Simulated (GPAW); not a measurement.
# A 8-layer slab of Au(100): simulated STM images

Aim: Tersoff-Hamann images of a 8-layer slab of Au(100) at several biases.

Main program and level: GPAW 26.7.0; GPAW, PAW setups; slab in vacuum, relaxation, in the first sound run; inputs show where later runs differ.

## 1. The starting structure

The cell holds 8 atoms: 8 Au. Cell: a = 2.885 Å, b = 2.885 Å, c = 30.280 Å, α = 90.0°, β = 90.0°, γ = 90.0°. Vacuum lies along c.

## 2. Relaxation

Forces are removed first; all later runs use this geometry. The lowest 4 atoms are held at bulk positions and keep their forces.

Contents of run.py:

```python
import json
import numpy as np
from ase import Atoms
from ase.constraints import FixAtoms
from ase.optimize import BFGS
from gpaw import GPAW, PW

slab = Atoms(
    ['Au', 'Au', 'Au', 'Au', 'Au', 'Au', 'Au', 'Au'],
    positions=[
        [1.44250, 1.44250, 8.00000],
        [0.00000, 0.00000, 10.04000],
        [1.44250, 1.44250, 12.08000],
        [0.00000, 0.00000, 14.12000],
        [1.44250, 1.44250, 16.16000],
        [0.00000, 0.00000, 18.20000],
        [1.44250, 1.44250, 20.24000],
        [0.00000, 0.00000, 22.28000]],
    cell=[[2.885, 0.0, 0.0], [0.0, 2.885, 0.0], [0.0, 0.0, 30.28]],
    pbc=[True, True, False])

slab.calc = GPAW(mode=PW(400), xc='PBE', kpts={'size': (11, 11, 1), 'gamma': True},
                 occupations={'name': 'fermi-dirac', 'width': 0.1}, nbands='160%',
                 convergence={'density': 1e-05}, maxiter=200,
                 poissonsolver={'dipolelayer': 'xy'},
                 symmetry={'tolerance': 1e-3, 'extra_ids': [1, 1, 1, 1, 0, 0, 0, 0]}, txt='slab.txt')
result = {}
slab.set_constraint(FixAtoms([0, 1, 2, 3]))
path = []
opt = BFGS(slab, maxstep=0.2)
opt.attach(lambda: path.append((slab.get_potential_energy(), slab.positions.tolist(), slab.get_forces().tolist())))
result['relaxed'] = bool(opt.run(fmax=0.03, steps=40))
result['path'] = path
energy = slab.get_potential_energy()
fermi = slab.calc.get_fermi_level()
v = slab.calc.get_electrostatic_potential().mean((0, 1)) - fermi
n = slab.calc.get_pseudo_density().mean((0, 1))
L = slab.cell[2, 2]
z = np.arange(len(v)) * L / len(v)
low, high = slab.positions[:, 2].min(), slab.positions[:, 2].max()
below, above = np.interp([low - 5.8, high + 5.8], z, v)
slopes = [np.interp(x, z, np.gradient(v, z)) for x in (low - 5.8, high + 5.8)]
eps = np.array([[slab.calc.get_eigenvalues(k, s) for k in range(len(slab.calc.get_ibz_k_points()))]
                for s in range(slab.calc.get_number_of_spins())]) - fermi
top, bottom = eps[eps < 0].max(), eps[eps > 0].min()
dipole = slab.get_dipole_moment()[2]
print(f'energy {energy:.4f} eV, Fermi level {fermi:.4f} eV, dipole {dipole:.5f} e A')
print(f'potential 5.8 A off the faces, from the Fermi level: lower {below:.4f} eV, upper {above:.4f} eV')
print(f'slope of the potential there: lower {slopes[0]:.5f}, upper {slopes[1]:.5f} eV/A')
print(f'nearest levels on the mesh: {top:.4f} and {bottom:.4f} eV')
print('magnetic moment', round(slab.get_magnetic_moment(), 3))
result.update(energy=energy, fermi=fermi, dipole=dipole, below=below, above=above, slopes=slopes, edges=[top, bottom],
              z=z.tolist(), v=v.tolist(), n=n.tolist(), positions=slab.positions.tolist(),
              forces=slab.get_forces(apply_constraint=False).tolist(), moments=slab.get_magnetic_moments().tolist())
json.dump(result, open('result.json', 'w'))
```

Command:

```bash
> OMP_NUM_THREADS=1 OPENBLAS_NUM_THREADS=1 python run.py
```

What it wrote:

```text
Step          Energy          fmax
BFGS:    0      -23.983758        0.450475
BFGS:    1      -23.986906        0.430090
BFGS:    2      -24.038232        0.361135
BFGS:    3      -24.042612        0.353998
BFGS:    4      -24.056991        0.325661
BFGS:    5      -24.070741        0.321150
BFGS:    6      -24.089963        0.264457
BFGS:    7      -24.100065        0.250982
BFGS:    8      -24.103547        0.230491
BFGS:    9      -24.107108        0.202129
BFGS:   10      -24.110685        0.108148
BFGS:   11      -24.112972        0.047662
BFGS:   12      -24.113588        0.029411
energy -24.0803 eV, Fermi level 2.9639 eV, dipole -0.00286 e A
potential 5.8 A off the faces, from the Fermi level: lower 5.0928 eV, upper 5.1421 eV
slope of the potential there: lower -0.00001, upper 0.00000 eV/A
nearest levels on the mesh: -0.0470 and 0.0674 eV
magnetic moment 0.0
```

Elapsed: 25 min, on 1 thread of Intel Xeon Platinum 8559C (Emerald Rapids), shared host; peak memory 0.33 GiB.

Relaxation path:

```tsv
step	energy less that of the first step (eV)	largest force (eV/Å)
1	0.0000	0.4505
2	-0.0031	0.4301
3	-0.0538	0.3611
4	-0.0581	0.3540
5	-0.0723	0.3257
6	-0.0859	0.3212
7	-0.1050	0.2645
8	-0.1152	0.2510
9	-0.1187	0.2305
10	-0.1223	0.2021
11	-0.1259	0.1081
12	-0.1282	0.0477
13	-0.1288	0.0294
```

The atoms that moved most (Å):

```tsv
atom	dx	dy	dz	length
Au8	0.000	0.000	0.473	0.473
Au7	0.000	0.000	0.375	0.375
Au6	0.000	0.000	0.260	0.260
Au5	0.000	0.000	0.130	0.130
```

Final coordinates:

```cif
data_structure
_symmetry_space_group_name_H-M 'P 1'
_symmetry_Int_Tables_number 1
_cell_length_a 2.8850
_cell_length_b 2.8850
_cell_length_c 30.2800
_cell_angle_alpha 90.000
_cell_angle_beta 90.000
_cell_angle_gamma 90.000
_cell_volume 252.03
loop_
_atom_site_label
_atom_site_type_symbol
_atom_site_fract_x
_atom_site_fract_y
_atom_site_fract_z
_atom_site_occupancy
Au1 Au 0.50000 0.50000 0.26420 1
Au2 Au 0.00000 0.00000 0.33157 1
Au3 Au 0.50000 0.50000 0.39894 1
Au4 Au 0.00000 0.00000 0.46631 1
Au5 Au 0.50000 0.50000 0.53799 1
Au6 Au 0.00000 0.00000 0.60964 1
Au7 Au 0.50000 0.50000 0.68081 1
Au8 Au 0.00000 0.00000 0.75142 1
```

Numbers from this step:

* dipole along the normal: -0.002863 e·Å
* levels nearest the Fermi level on the mesh: -0.04704, 0.06736 eV from the Fermi level
* upper work function: 5.142 eV
* lower work function: 5.093 eV

The electrostatic potential energy of an electron (without an applied field's), less the Fermi level, planar mean oscillates, so the rows of the table below give means over windows of 2.16 Å about each position, cut where the curve ends. Its maxima inside the range that stand out by 2 % of the span (Å: eV): 9.0: -1.45, 11.0: -1.65, 13.1: -1.62, 15.2: -0.433, 17.4: -0.372, 19.6: -0.467, 21.7: -0.464. Its minima: 8.0: -19.5, 10.1: -19.9, 12.1: -19.9, 14.2: -19.8, 16.3: -19.7, 18.5: -19.7, 20.7: -19.6, 22.7: -19.2.

Table of electrostatic potential energy of an electron (without an applied field's), less the Fermi level, planar mean by z; means over each step:

```tsv
z (Å)	electrostatic potential energy of an electron (without an applied field's), less the Fermi level, planar mean (eV)
1.08	5.09
3.24	5.09
5.40	4.96
7.56	-7.39
9.72	-9.62
11.88	-9.62
14.04	-9.38
16.20	-9.06
18.36	-9.04
20.52	-9.04
22.68	-8.50
24.84	4.58
27.00	5.14
29.16	5.14
```

The pseudo valence density, planar mean oscillates, so the rows of the table below give means over windows of 2.16 Å about each position, cut where the curve ends. Its maxima inside the range that stand out by 2 % of the span (Å: e/Å³): 8.0: 1.11, 9.9: 1.09, 12.1: 1.12, 14.1: 1.10, 16.2: 1.10, 18.4: 1.09, 20.5: 1.10, 22.7: 1.10. Its minima: 9.1: 0.338, 11.0: 0.337, 13.2: 0.344, 15.1: 0.283, 17.3: 0.284, 19.5: 0.290, 21.6: 0.293.

Pseudo valence density, planar mean against z; means over each step:

```tsv
z (Å)	pseudo valence density, planar mean (e/Å³)
3.24	1.5e-5
5.40	0.00597
7.56	0.539
9.72	0.635
11.88	0.633
14.04	0.623
16.20	0.611
18.36	0.611
20.52	0.613
22.68	0.597
24.84	0.0276
27.00	6.0e-5
```

The relaxation lowered the energy of the cell by 0.129 eV (energies extrapolated to zero smearing; the optimiser's log prints free energies). The largest force left on a free atom is 0.029 eV/Å.

## 3. Plane waves, PBE

The work function is the vacuum plateau of the electrostatic potential less the Fermi level; a dipole layer lets the two faces have plateaus of their own.

This step: GPAW, PAW setups; slab in vacuum (GPAW 26.7.0).

run.py, as its differences from that of step 2:

```diff
@@ -3,4 +3,3 @@
 from ase import Atoms
-from ase.constraints import FixAtoms
-from ase.optimize import BFGS
+from ase.dft.stm import STM
 from gpaw import GPAW, PW
@@ -14,6 +13,6 @@
         [0.00000, 0.00000, 14.12000],
-        [1.44250, 1.44250, 16.16000],
-        [0.00000, 0.00000, 18.20000],
-        [1.44250, 1.44250, 20.24000],
-        [0.00000, 0.00000, 22.28000]],
+        [1.44250, 1.44250, 16.29019],
+        [-0.00000, -0.00000, 18.45980],
+        [1.44250, 1.44250, 20.61478],
+        [0.00000, -0.00000, 22.75292]],
     cell=[[2.885, 0.0, 0.0], [0.0, 2.885, 0.0], [0.0, 0.0, 30.28]],
@@ -25,10 +24,4 @@
                  poissonsolver={'dipolelayer': 'xy'},
-                 symmetry={'tolerance': 1e-3, 'extra_ids': [1, 1, 1, 1, 0, 0, 0, 0]}, txt='slab.txt')
+                 symmetry={'tolerance': 1e-3}, txt='slab.txt')
 result = {}
-slab.set_constraint(FixAtoms([0, 1, 2, 3]))
-path = []
-opt = BFGS(slab, maxstep=0.2)
-opt.attach(lambda: path.append((slab.get_potential_energy(), slab.positions.tolist(), slab.get_forces().tolist())))
-result['relaxed'] = bool(opt.run(fmax=0.03, steps=40))
-result['path'] = path
 energy = slab.get_potential_energy()
@@ -54,2 +47,16 @@
               forces=slab.get_forces(apply_constraint=False).tolist(), moments=slab.get_magnetic_moments().tolist())
+
+# Images need the states of the whole zone, up to time reversal
+slab.calc = slab.calc.fixed_density(symmetry={'point_group': False}, txt='states.txt',
+                                    convergence={'bands': 'CBM+2.3'})
+stm = STM(slab)
+result['stm'] = []
+for bias in [-1.5, 2.0]:
+    height = high + 4.0
+    current = stm.get_averaged_current(bias, height)
+    x, y, h = stm.scan(bias, current)
+    i, f = divmod(height / L * stm.ldos.shape[2], 1)
+    I = abs((1 - f) * stm.ldos[:, :, int(i)] + f * stm.ldos[:, :, int(i) + 1])
+    print(f'bias {bias} V: mean current at 4.0 A {current:.4e}, corrugation {np.ptp(h):.4f} A')
+    result['stm'].append(dict(bias=bias, current=current, h=(h - high).tolist(), I=I.tolist()))
 json.dump(result, open('result.json', 'w'))
```

What it wrote:

```text
energy -24.0803 eV, Fermi level 2.9640 eV, dipole -0.00301 e A
potential 5.8 A off the faces, from the Fermi level: lower 5.0920 eV, upper 5.1425 eV
slope of the potential there: lower 0.00008, upper -0.00010 eV/A
nearest levels on the mesh: -0.0470 and 0.0674 eV
magnetic moment 0.0
bias -1.5 V: mean current at 4.0 A 9.6885e-06, corrugation 0.0668 A
bias 2.0 V: mean current at 4.0 A 5.7495e-05, corrugation 0.0588 A
```

The job ended after 7.4 min (1 thread; peak memory 0.76 GiB).

This step gave:

```
dipole along the normal                    : -0.003007 e·Å
levels nearest the Fermi level on the mesh : -0.04703, 0.06736 eV from the Fermi level
lower work function                        : 5.092 eV
corrugation -1.5                           : 0.06680 Å
corrugation 2                              : 0.05876 Å
```

The electrostatic potential energy of an electron (without an applied field's), less the Fermi level, planar mean oscillates, so the rows of the table below give means over windows of 2.16 Å about each position, cut where the curve ends. Its maxima inside the range that stand out by 2 % of the span (Å: eV): 9.0: -1.45, 11.0: -1.65, 13.1: -1.62, 15.2: -0.433, 17.4: -0.372, 19.6: -0.467, 21.7: -0.464. Its minima: 8.0: -19.5, 10.1: -19.9, 12.1: -19.9, 14.2: -19.8, 16.3: -19.7, 18.5: -19.7, 20.7: -19.6, 22.7: -19.2.

The electrostatic potential energy of an electron (without an applied field's), less the Fermi level, planar mean by z; means over each step:

(Unchanged from step 2.)

The pseudo valence density, planar mean oscillates, so the rows of the table below give means over windows of 2.16 Å about each position, cut where the curve ends. Its maxima inside the range that stand out by 2 % of the span (Å: e/Å³): 8.0: 1.11, 9.9: 1.09, 12.1: 1.12, 14.1: 1.10, 16.2: 1.10, 18.4: 1.09, 20.5: 1.10, 22.7: 1.10. Its minima: 9.1: 0.338, 11.0: 0.337, 13.2: 0.344, 15.1: 0.283, 17.3: 0.284, 19.5: 0.290, 21.6: 0.293.

Table of pseudo valence density, planar mean by z; means over each step:

z (Å), pseudo valence density, planar mean (e/Å³) and a bar:
```
     3.24       0.00 
     5.40       0.01 
     7.56       0.54 #########################
     9.72       0.64 ##############################
    11.88       0.63 ##############################
    14.04       0.62 #############################
    16.20       0.61 #############################
    18.36       0.61 #############################
    20.52       0.61 #############################
    22.68       0.60 ############################
    24.84       0.03 #
    27.00       0.00
```

Tip height over the top atom over a1 and a2. Sample bias -1.5 V, constant current at the mean current 4.0 Å over the top atom.

Values in Å, 14 rows by 14 columns:
```
4.027 4.025 4.020 4.014 4.008 4.004 4.001 4.000 4.001 4.004 4.008 4.014 4.020 4.025
4.021 4.020 4.017 4.011 4.005 3.999 3.996 3.994 3.996 3.999 4.005 4.011 4.017 4.020
4.014 4.014 4.011 4.006 4.000 3.993 3.990 3.989 3.990 3.993 4.000 4.006 4.011 4.014
4.009 4.008 4.005 4.000 3.993 3.987 3.984 3.983 3.984 3.987 3.993 4.000 4.005 4.008
4.006 4.004 3.999 3.993 3.987 3.982 3.978 3.976 3.978 3.982 3.987 3.993 3.999 4.004
4.004 4.001 3.996 3.990 3.984 3.978 3.970 3.966 3.970 3.978 3.984 3.990 3.996 4.001
4.003 4.000 3.994 3.989 3.983 3.976 3.966 3.962 3.966 3.976 3.983 3.989 3.994 4.000
4.004 4.001 3.996 3.990 3.984 3.978 3.970 3.966 3.970 3.978 3.984 3.990 3.996 4.001
4.006 4.004 3.999 3.993 3.987 3.982 3.978 3.976 3.978 3.982 3.987 3.993 3.999 4.004
4.009 4.008 4.005 4.000 3.993 3.987 3.984 3.983 3.984 3.987 3.993 4.000 4.005 4.008
4.014 4.014 4.011 4.006 4.000 3.993 3.990 3.989 3.990 3.993 4.000 4.006 4.011 4.014
4.021 4.020 4.017 4.011 4.005 3.999 3.996 3.994 3.996 3.999 4.005 4.011 4.017 4.020
4.027 4.025 4.020 4.014 4.008 4.004 4.001 4.000 4.001 4.004 4.008 4.014 4.020 4.025
4.029 4.027 4.021 4.014 4.009 4.006 4.004 4.003 4.004 4.006 4.009 4.014 4.021 4.027
```
Columns: a1 from 0 to 0.929; rows upwards: a2 from 0 to 0.929.

Local density of states summed over the bias window over a1 and a2. Sample bias -1.5 V, constant height 4.0 Å over the top atom.

Ten even steps from '0' (0.87 × 1e-5 arbitrary) to '9' (1.06 × 1e-5 arbitrary):
```
99876555556789
88765544455678
77665433345667
66554322234556
65543221223455
55432210122345
55432100012345
55432210122345
65543221223455
66554322234556
77665433345667
88765544455678
99876555556789
99876655566789
```
Columns: a1 from 0 to 0.929; rows upwards: a2 from 0 to 0.929.

Tip height over the top atom over a1 and a2. Sample bias 2 V, constant current at the mean current 4.0 Å over the top atom.

Values in Å, 14 rows by 14 columns:
```
4.026 4.024 4.020 4.015 4.009 4.003 4.000 3.999 4.000 4.003 4.009 4.015 4.020 4.024
4.021 4.020 4.017 4.012 4.006 3.999 3.995 3.993 3.995 3.999 4.006 4.012 4.017 4.020
4.016 4.015 4.012 4.007 4.000 3.993 3.989 3.987 3.989 3.993 4.000 4.007 4.012 4.015
4.010 4.009 4.006 4.000 3.994 3.988 3.983 3.982 3.983 3.988 3.994 4.000 4.006 4.009
4.005 4.003 3.999 3.993 3.988 3.982 3.978 3.977 3.978 3.982 3.988 3.993 3.999 4.003
4.001 4.000 3.995 3.989 3.983 3.978 3.973 3.971 3.973 3.978 3.983 3.989 3.995 4.000
4.001 3.999 3.993 3.987 3.982 3.977 3.971 3.969 3.971 3.977 3.982 3.987 3.993 3.999
4.001 4.000 3.995 3.989 3.983 3.978 3.973 3.971 3.973 3.978 3.983 3.989 3.995 4.000
4.005 4.003 3.999 3.993 3.988 3.982 3.978 3.977 3.978 3.982 3.988 3.993 3.999 4.003
4.010 4.009 4.006 4.000 3.994 3.988 3.983 3.982 3.983 3.988 3.994 4.000 4.006 4.009
4.016 4.015 4.012 4.007 4.000 3.993 3.989 3.987 3.989 3.993 4.000 4.007 4.012 4.015
4.021 4.020 4.017 4.012 4.006 3.999 3.995 3.993 3.995 3.999 4.006 4.012 4.017 4.020
4.026 4.024 4.020 4.015 4.009 4.003 4.000 3.999 4.000 4.003 4.009 4.015 4.020 4.024
4.027 4.026 4.021 4.016 4.010 4.005 4.001 4.001 4.001 4.005 4.010 4.016 4.021 4.026
```
Columns: a1 from 0 to 0.929; rows upwards: a2 from 0 to 0.929.

Local density of states summed over the bias window over a1 and a2. Sample bias 2 V, constant height 4.0 Å over the top atom.

Values in units of 1e-5 arbitrary, 14 rows by 14 columns:
```
6.1 6.1 6.0 6.0 5.9 5.8 5.7 5.7 5.7 5.8 5.9 6.0 6.0 6.1
6.1 6.0 6.0 5.9 5.8 5.7 5.7 5.7 5.7 5.7 5.8 5.9 6.0 6.0
6.0 6.0 5.9 5.8 5.8 5.7 5.6 5.6 5.6 5.7 5.8 5.8 5.9 6.0
5.9 5.9 5.8 5.8 5.7 5.6 5.5 5.5 5.5 5.6 5.7 5.8 5.8 5.9
5.8 5.8 5.7 5.7 5.6 5.5 5.5 5.5 5.5 5.5 5.6 5.7 5.7 5.8
5.8 5.7 5.7 5.6 5.5 5.5 5.4 5.4 5.4 5.5 5.5 5.6 5.7 5.7
5.8 5.7 5.7 5.6 5.5 5.5 5.4 5.4 5.4 5.5 5.5 5.6 5.7 5.7
5.8 5.7 5.7 5.6 5.5 5.5 5.4 5.4 5.4 5.5 5.5 5.6 5.7 5.7
5.8 5.8 5.7 5.7 5.6 5.5 5.5 5.5 5.5 5.5 5.6 5.7 5.7 5.8
5.9 5.9 5.8 5.8 5.7 5.6 5.5 5.5 5.5 5.6 5.7 5.8 5.8 5.9
6.0 6.0 5.9 5.8 5.8 5.7 5.6 5.6 5.6 5.7 5.8 5.8 5.9 6.0
6.1 6.0 6.0 5.9 5.8 5.7 5.7 5.7 5.7 5.7 5.8 5.9 6.0 6.0
6.1 6.1 6.0 6.0 5.9 5.8 5.7 5.7 5.7 5.8 5.9 6.0 6.0 6.1
6.1 6.1 6.1 6.0 5.9 5.8 5.8 5.8 5.8 5.8 5.9 6.0 6.1 6.1
```
Columns: a1 from 0 to 0.929; rows upwards: a2 from 0 to 0.929.

Force by atom:

```tsv
atom	x (eV/Å)	y (eV/Å)	z (eV/Å)	size
Au1	0.000	0.000	-0.453	0.453
Au2	0.000	0.000	-0.141	0.141
Au3	0.000	0.000	0.009	0.009
Au4	0.000	0.000	0.568	0.568
Au5	0.000	0.000	0.024	0.024
Au6	0.000	0.000	-0.030	0.030
Au7	0.000	0.000	0.016	0.016
Au8	0.000	0.000	0.007	0.007
```

The potential is flat to 9.6e-5 eV/Å where it is read, so the vacuum is wide enough.

## 4. Results

```json
{
 "work function, upper and lower face": "5.142 and 5.092 eV",
 "dipole along the normal": "-0.00301 e Å",
 "corrugation at -1.5 V": "0.0668 Å",
 "corrugation at 2 V": "0.0588 Å"
}
```

What this shows: The tip height varies by 0.059 to 0.067 Å over the cell, much the same at every bias tried. Negative sample bias images filled states, positive bias empty ones. The two faces differ by 0.050 eV, the step that the slab's dipole makes (e p/(ε0 A) gives 0.065 eV), so the dipole layer is needed. The lowest atoms were held at bulk positions, which alone makes the faces unlike. The measured value for this face is 5.22 eV (as compiled in "Properties of real metallic surfaces: Effects of density functional semilocality and van der Waals nonlocality", 2017, arxiv:1702.08515); the relaxed upper face lies 0.078 eV under it with PBE. Measured work functions scatter by a tenth of an eV or more between methods. The clean face reconstructs (W and Mo (100) only when cold), while this slab is an unreconstructed 1×1 cell, so the two are not the same surface. The images are of Tersoff-Hamann type: an s-wave tip, no tip-sample forces, heights closer than in a microscope. The in-plane lattice was kept as typed, which isn't the functional's own and leaves some strain; spin-orbit coupling and temperature are left out.

[Logs are printed without paths, hosts, clocks, repeated set-up lines and the standing remarks that a program may print on its own settings, such as how far it seeks lower states.]

[Hosts, paths, dates, database ids (printed as entryN), source tags and the programs' standing remarks are cut or masked in the printed files.]
